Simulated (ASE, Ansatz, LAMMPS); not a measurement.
## How cost and error scale: Σ5 (001) twist boundary in Ge (160 atoms) repeated

How do plane waves and support functions scale when Σ5 (001) twist boundary in Ge (160 atoms) is repeated?

Method: Kohn-Sham DFT, revPBE, PAW (set soft_2), plane waves, in Ansatz 0.2.0.

Report form: the programs' logs are mostly left out.

## 1. Starting point

The cell holds 160 atoms: 160 Ge. Cell: a = 12.652 Å, b = 12.652 Å, c = 23.060 Å, α = 90.0°, β = 90.0°, γ = 90.0°. It derives from Ge (diamond-structure). Diamond-structure Ge (a = 5.658 Å); two grains turned against each other by 53.13 deg about [001]; 1 x 1 coincidence cells, 2 lattice periods a grain, two boundaries a cell, upper grain shifted by [0.711, 0.431] of the boundary cell and opened by 0.3 Å, one atom of each pair nearer than 1.592 Å removed; minimised with a classical potential (one cell length free). Regions: lower grain, 80 atoms (80 Ge); upper grain, 80 atoms (80 Ge).

Limits known from the start: The host structure and its lattice constant were typed by rule, without a check against the phase diagram.

## 2. Making the structure

A minimisation with a classical potential prepares the built cell.

This step: classical potential: Tersoff (Mahdizadeh and Akhlamadi, J. Mol. Graph. Model. 72, 1 (2017)) (LAMMPS stable Jul 2025 - Update 4).

File in.lammps:

```
units metal
atom_style atomic
boundary p p p
atom_modify map array
read_data structure.data
pair_style tersoff
pair_coeff * * Ge.tersoff Ge
thermo_style custom step temp pe press lx ly lz fmax
thermo 200
min_style cg
minimize 0 1e-4 3000 30000
fix box all box/relax z 0.0 vmax 0.001
minimize 0 1e-4 3000 30000
unfix box
minimize 0 1e-4 2000 20000
write_data relaxed.data nocoeff
```

Launch:

```
lmp -in in.lammps -log log.lammps -screen none -nocite
```

Elapsed: 0.39 s, on 1 thread of Intel Xeon at 2.80GHz (Skylake/Cascade Lake), shared host.

## 3. Plane waves, typed cell on a dense mesh

The typed cell on a k-mesh is the yardstick: it samples like Γ on the cell repeated as often as the mesh has points along each axis. Its own convergence isn't tested.

File input.yaml:

```yaml
crystal:
  lattice:
    - [12.65167, 0.0, 0.0]
    - [0.0, 12.65167, 0.0]
    - [0.0, 0.0, 23.05994]
  atoms:
    - { symbol: Ge, position: [0.0095, 0.02349, 0.01381] }
    - { symbol: Ge, position: [0.16523, 0.0641, 0.06828] }
    - { symbol: Ge, position: [0.31495, 0.12596, 0.00649] }
    - { symbol: Ge, position: [0.46591, 0.15805, 0.06831] }
    - { symbol: Ge, position: [0.61183, 0.18666, 0.99809] }
    - { symbol: Ge, position: [0.75587, 0.25398, 0.06616] }
    - { symbol: Ge, position: [0.91046, 0.30322, 0.01182] }
    - { symbol: Ge, position: [0.06278, 0.36215, 0.06717] }
    - { symbol: Ge, position: [0.51165, 0.00853, 0.12762] }
    - { symbol: Ge, position: [0.66085, 0.05799, 0.18764] }
    - { symbol: Ge, position: [0.80968, 0.10679, 0.12711] }
    - { symbol: Ge, position: [0.96173, 0.15916, 0.18612] }
    - { symbol: Ge, position: [0.21026, 0.41189, 0.00333] }
    - { symbol: Ge, position: [0.35978, 0.45647, 0.06713] }
    - { symbol: Ge, position: [0.5095, 0.52349, 0.01381] }
    - { symbol: Ge, position: [0.66523, 0.5641, 0.06828] }
    - { symbol: Ge, position: [0.81495, 0.62596, 0.00649] }
    - { symbol: Ge, position: [0.96591, 0.65805, 0.06831] }
    - { symbol: Ge, position: [0.11328, 0.2122, 0.12763] }
    - { symbol: Ge, position: [0.26311, 0.25996, 0.18748] }
    - { symbol: Ge, position: [0.41329, 0.30869, 0.12711] }
    - { symbol: Ge, position: [0.56211, 0.35937, 0.18676] }
    - { symbol: Ge, position: [0.711, 0.40853, 0.12592] }
    - { symbol: Ge, position: [0.86114, 0.45838, 0.18653] }
    - { symbol: Ge, position: [0.01311, 0.00996, 0.24619] }
    - { symbol: Ge, position: [0.16329, 0.05869, 0.30655] }
    - { symbol: Ge, position: [0.31211, 0.10937, 0.2469] }
    - { symbol: Ge, position: [0.461, 0.15853, 0.30774] }
    - { symbol: Ge, position: [0.61114, 0.20838, 0.24713] }
    - { symbol: Ge, position: [0.76165, 0.25853, 0.30604] }
    - { symbol: Ge, position: [0.91085, 0.30799, 0.24603] }
    - { symbol: Ge, position: [0.05968, 0.35679, 0.30655] }
    [... 122 atom lines left out ...]
    - { symbol: Ge, position: [0.1041, 0.12523, 0.86539] }
    - { symbol: Ge, position: [0.16596, 0.27495, 0.92718] }
    - { symbol: Ge, position: [0.69805, 0.92591, 0.86536] }
    - { symbol: Ge, position: [0.72666, 0.07183, 0.93557] }
    - { symbol: Ge, position: [0.79398, 0.21587, 0.8675] }
    - { symbol: Ge, position: [0.84322, 0.37046, 0.92184] }
kpoints:
  mp_grid: { grid: [3, 3, 2] }
hamiltonian:
  xc: revpbe
scf:
  occupations: { method: fermi_dirac, width: 0.05 }
output:
  forces: true
  stress: true
  populations: intrinsic
  dos:
    method: { smearing: { sigma: 0.1 } }
    de: 0.1
    projected:
      site_lists:
        Ge: [Ge]
        lower_grain: [0, 1, 2, 3, 4, 5, 6, 7, 8, 9, 10, 11, 12, 13, 14, 15, 16, 17, 18, 19, 20, 21, 22, 23, 24, 25, 26, 27, 28, 29, 30, 31, 32, 33, 34, 35, 36, 37, 38, 39, 40, 41, 42, 43, 44, 45, 46, 47, 48, 49, 50, 51, 52, 53, 54, 55, 56, 57, 58, 59, 60, 61, 62, 63, 64, 65, 66, 67, 68, 69, 70, 71, 72, 73, 74, 75, 76, 77, 78, 79]
        upper_grain: [80, 81, 82, 83, 84, 85, 86, 87, 88, 89, 90, 91, 92, 93, 94, 95, 96, 97, 98, 99, 100, 101, 102, 103, 104, 105, 106, 107, 108, 109, 110, 111, 112, 113, 114, 115, 116, 117, 118, 119, 120, 121, 122, 123, 124, 125, 126, 127, 128, 129, 130, 131, 132, 133, 134, 135, 136, 137, 138, 139, 140, 141, 142, 143, 144, 145, 146, 147, 148, 149, 150, 151, 152, 153, 154, 155, 156, 157, 158, 159]
  eigenvalues: true
```

Launch:

```
ansatz run input.yaml --threads 32 --pin off --max-ram 143360MiB --backend cuda --events-out ev --progress --plain --runs-dir out
```

It took 22 s on 1 × NVIDIA GB200 with 32 threads of Arm Neoverse V2, shared host; peak memory 16 GiB; 2.2 min of CPU time.

That memory is the host's. Forces of this run were stored rounded, and per-atom blocks of the log weren't kept.

The program notes that it cut back its plan to fit the GPU's memory and positions were snapped to a detected symmetry.

Numbers from this run:

* free energy: -687814.0036 eV
* free energy per atom: -4298.8375 eV/atom
* SCF cycles: 9
* pressure: 6.096 GPa
* r.m.s. force component: 0.2634 eV/Å
* longest force: 0.9909 eV/Å
* Fermi energy: 8.415 eV
* levels partly filled by over 2 per cent: 63

The r.m.s. force component of 0.26 eV/Å sets the scale for the differences below.

## 4. Plane waves, 160 atoms

The typed cell is solved at Γ alone, the coarsest sampling of the series.

input.yaml, the sections that differ from step 3:

```yaml
kpoints:
  mp_grid: { grid: [1, 1, 1] }
output:
  forces: true
# crystal, hamiltonian, scf: as in step 3
```

The job ended after 2.5 s (1 × NVIDIA GB200 with 32 threads; peak memory 1.6 GiB).

That memory is the host's.

The energy lies 5.65 meV/atom below the dense-mesh reference.

## 5. Support functions, 160 atoms

The typed cell is solved at Γ alone, now in support functions.

This step: Kohn-Sham DFT, revPBE, PAW (set soft_2), localised support functions (medium) (Ansatz 0.2.0).

Edit input.yaml of step 4 so:

```diff
@@ -13,2 +13,5 @@
   occupations: { method: fermi_dirac, width: 0.05 }
+  eigensolver: { kind: { support_functions: { accuracy: medium } } }
+  mixing: { beta: 0.2 }
+  max_iter: 150
 output:
```

Wall time 5.7 s (1 × NVIDIA GB200 with 32 threads); peak memory 1.5 GiB.

That memory is the host's; the program planned up to 6.9 GiB on the GPU.

The program notes that the band table was not solved further than the SCF left it and it switched symmetry off.

The energy lies 6.93 meV/atom below the dense-mesh reference, and 1.3 meV/atom below plane waves of the same size, an offset between the two bases that leaves the sampling error alike.

## 6. Plane waves, 640 atoms

The cell is repeated and solved at Γ in plane waves, whose cost grows towards the cube of the size.

This step: Kohn-Sham DFT, revPBE, PAW (set soft_2), plane waves (Ansatz 0.2.0).

input.yaml, the sections that differ from step 5:

```yaml
crystal:
  lattice:
    - [12.65167, 0.0, 0.0]
    - [0.0, 12.65167, 0.0]
    - [0.0, 0.0, 23.05994]
  atoms:
    [... the 160 atom lines of step 3 ...]
  supercell: [2, 2, 1]
scf:
  occupations: { method: fermi_dirac, width: 0.05 }
# kpoints, hamiltonian, output: as in step 5
```

It took 24 s on 1 × NVIDIA GB200 with 32 threads; peak memory 3.9 GiB; 44 s of CPU time.

That memory is the host's.

It converged in 8 SCF cycles; the log is left out.

The energy lies 0.330 meV/atom above the dense-mesh reference.

## 7. Support functions, 640 atoms

The repeated cell is solved at Γ in support functions.

This step: Kohn-Sham DFT, revPBE, PAW (set soft_2), localised support functions (medium) (Ansatz 0.2.0).

Edit input.yaml of step 6 so:

```diff
@@ -14,2 +14,5 @@
   occupations: { method: fermi_dirac, width: 0.05 }
+  eigensolver: { kind: { support_functions: { accuracy: medium } } }
+  mixing: { beta: 0.2 }
+  max_iter: 150
 output:
```

Elapsed: 22 s, on 1 × NVIDIA GB200 with 32 threads; peak memory 3.2 GiB.

That memory is the host's; the program planned up to 22.8 GiB on the GPU.

The energy lies 0.953 meV/atom below the dense-mesh reference, and 1.3 meV/atom below plane waves of the same size, an offset between the two bases that leaves the sampling error alike.

## 8. Support functions, 1440 atoms

Edit input.yaml of step 7 so:

```diff
@@ -7,3 +7,3 @@
     [... the 160 atom lines of step 3 ...]
-  supercell: [2, 2, 1]
+  supercell: [3, 3, 1]
 kpoints:
```

Run time: 75 s. Hardware: 1 × NVIDIA GB200 with 32 threads; peak memory 5.7 GiB; 2.1 min of CPU time.

That memory is the host's; the program planned up to 54.8 GiB on the GPU.

It converged in 20 SCF cycles; the log is left out.

The energy lies 1.18 meV/atom below the dense-mesh reference.

## 9. Support functions, 2880 atoms

Edit input.yaml of step 8 so:

```diff
@@ -7,3 +7,3 @@
     [... the 160 atom lines of step 3 ...]
-  supercell: [3, 3, 1]
+  supercell: [3, 3, 2]
 kpoints:
```

The job ended after 4 min (1 × NVIDIA GB200 with 32 threads; peak memory 10 GiB; 5.7 min of CPU time).

That memory is the host's; the program planned up to 132 GiB on the GPU.

The energy lies 1.28 meV/atom below the dense-mesh reference.

## 10. Scaling with size

Differences are against the typed cell on a 3×3×2 mesh, which samples like Γ on 2880 atoms (r.m.s. force component 0.263 eV/Å). Every repeated cell is solved at Γ, and forces are averaged over the copies of each atom. Hardware: 1 × NVIDIA GB200 with 32 threads of Arm Neoverse V2, shared host.

```tsv
atoms	repeats	basis	Δ force, r.m.s. (meV/Å)	Δ energy (meV/atom)	less plane waves of the same size (meV/atom)	spread among copies (meV/Å)	SCF cycles	time	host memory (GiB)
160	1×1×1	plane waves	51.6	-5.65	-	-	8	2.5 s	1.6
160	1×1×1	support functions	51.6	-6.93	-1.3	-	17	5.7 s	1.5
640	2×2×1	plane waves	8.91	0.330	-	0	8	24 s	3.9
640	2×2×1	support functions	8.94	-0.953	-1.3	0.02	17	22 s	3.2
1440	3×3×1	support functions	6.28	-1.18	-	0.015	20	75 s	5.7
2880	3×3×2	support functions	0.458	-1.28	-	0.015	20	4 min	10
```

## 11. What the reference run shows

The comparisons rest on this run, so its electronic structure is set out here.

Neighbours are counted within 2.93 Å (Ge-Ge).

Length of the force by element and coordination:

```tsv
element	coordination	atoms	mean length of the force (eV/Å)	spread	least	most
Ge	all	160	0.365	0.274	0.107	0.991
Ge	3	24	0.930	0.0728	0.828	0.991
Ge	4	136	0.265	0.144	0.107	0.566
```

Intrinsic-atomic-orbital charges by element and coordination:

```tsv
element	coordination	atoms	mean charge (e)	spread	least	most
Ge	all	160	0	0.0191	-0.0446	0.0306
Ge	3	24	-0.0334	0.0121	-0.0446	-0.0166
Ge	4	136	0.0059	0.0131	-0.0164	0.0306
```

By region:

```tsv
region	atoms	mean length of the force (eV/Å)	net charge (e)
lower grain	80	0.365	0
upper grain	80	0.365	0
```

Density of states as counts of states in windows of 1 eV (from the Fermi level), total and some projections:

```tsv
from (eV)	to (eV)	total	Ge p	lower grain	upper grain	Ge s
-18	-13	0.0	0.0	0.0	0.0	0.0
-13	-12	14.2	2.3	7.1	7.1	11.9
-12	-11	42.0	10.6	20.9	20.9	31.2
-11	-10	58.4	16.2	29.1	29.1	42.0
-10	-9	38.5	12.2	19.2	19.2	26.1
-9	-8	35.3	13.3	17.6	17.6	21.8
-8	-7	53.2	24.2	26.5	26.5	28.7
-7	-6	36.7	17.6	18.2	18.2	18.8
-6	-5	23.2	12.1	11.5	11.5	10.9
-5	-4	38.7	32.8	19.2	19.2	5.6
-4	-3	93.8	86.4	46.7	46.7	6.8
-3	-2	96.0	90.4	47.8	47.8	5.0
-2	-1	70.9	67.0	35.2	35.2	3.3
-1	0	37.1	32.8	18.3	18.3	3.7
0	1	48.9	37.1	23.6	23.6	10.1
1	2	69.2	46.6	32.4	32.4	18.1
2	3	94.1	62.3	42.6	42.6	22.9
3	4	88.5	65.0	38.6	38.6	12.0
```

Between -25 and -18 eV lie 1601 more states.

Not all projections were asked for or kept, so they needn't add up to the total.

The levels nearest the highest filled one (over half full), pooled over k-points and spins:

```tsv
level less the highest filled one (eV)	occupation
-0.0154	1.26
-0.0138	1.25
-0.0138	1.25
-0.0052	1.16
-0.0033	1.15
0	1.11
0.0165	0.949
0.0165	0.949
0.018	0.934
0.0282	0.833
0.0441	0.684
0.0441	0.684
```

Forces differ by site in this geometry: Ge atoms with 3 neighbours bear 0.93 eV/Å on average, against 0.27 eV/Å for those with 4. Intrinsic-atomic-orbital charges run from -0.04 to +0.03 e. Within 0.4 eV of the Fermi level the largest share is Ge p (82 % of the projected weight).

## 12. What came out

```json
{
 "free energy per atom": "-4298.8375 eV/atom",
 "density": "5.228 g/cm³",
 "pressure": "6.096 GPa",
 "r.m.s. force component": "0.2634 eV/Å",
 "wall time of the 7 DFT runs": "6.5 min"
}
```

In words: Repeating the cell at Γ samples more k-points: in plane waves the energy difference from the dense mesh goes from -5.65 meV/atom at 160 atoms to 0.330 at 640, and the force difference from 52 to 8.9 meV/Å. With plane waves, the time grows as the 1.6 power of the atom count between the two largest sizes, 160 and 640 atoms. The smaller run is short enough for fixed overheads to flatten this slope. With support functions, the time grows as the 1.7 power of the atom count between the two largest sizes, 1440 and 2880 atoms. At equal size the support functions lie 1.3 meV/atom below plane waves, likely because their grid holds more waves than 420 eV; no run tests this. Support functions take 2.3 times the time of plane waves at 160 atoms and 0.90 times at 640, so the crossover lies within the series. Each time is a single run, so ratios and crossover are rough. At the largest size the support functions' forces differ from the reference by 0.17 % of the r.m.s. force, where they sample the same k-points.

63 levels are partly filled, by over 2 % (on the run's k-points): at this level the cell shows no clear gap. Levels of broken or missing bonds inside a gap of the host would look the same. Forces differ by site in this geometry: Ge atoms with 3 neighbours bear 0.93 eV/Å on average, against 0.27 eV/Å for those with 4.

Caveats: The geometry was minimised with a classical potential and isn't relaxed at this level: its force components are 0.26 eV/Å r.m.s. The stress is far from hydrostatic: its diagonal is 5.0, 5.0, 8.2 GPa, compression counted positive. The pressure of 6.1 GPa says that the cell would expand at this level of theory.

[Logs are printed without paths, hosts, clocks, repeated set-up lines and the standing remarks that a program may print on its own settings, such as how far it seeks lower states.]

[Hosts, paths, dates, database ids (printed as entryN), source tags and the programs' standing remarks are cut or masked in the printed files.]
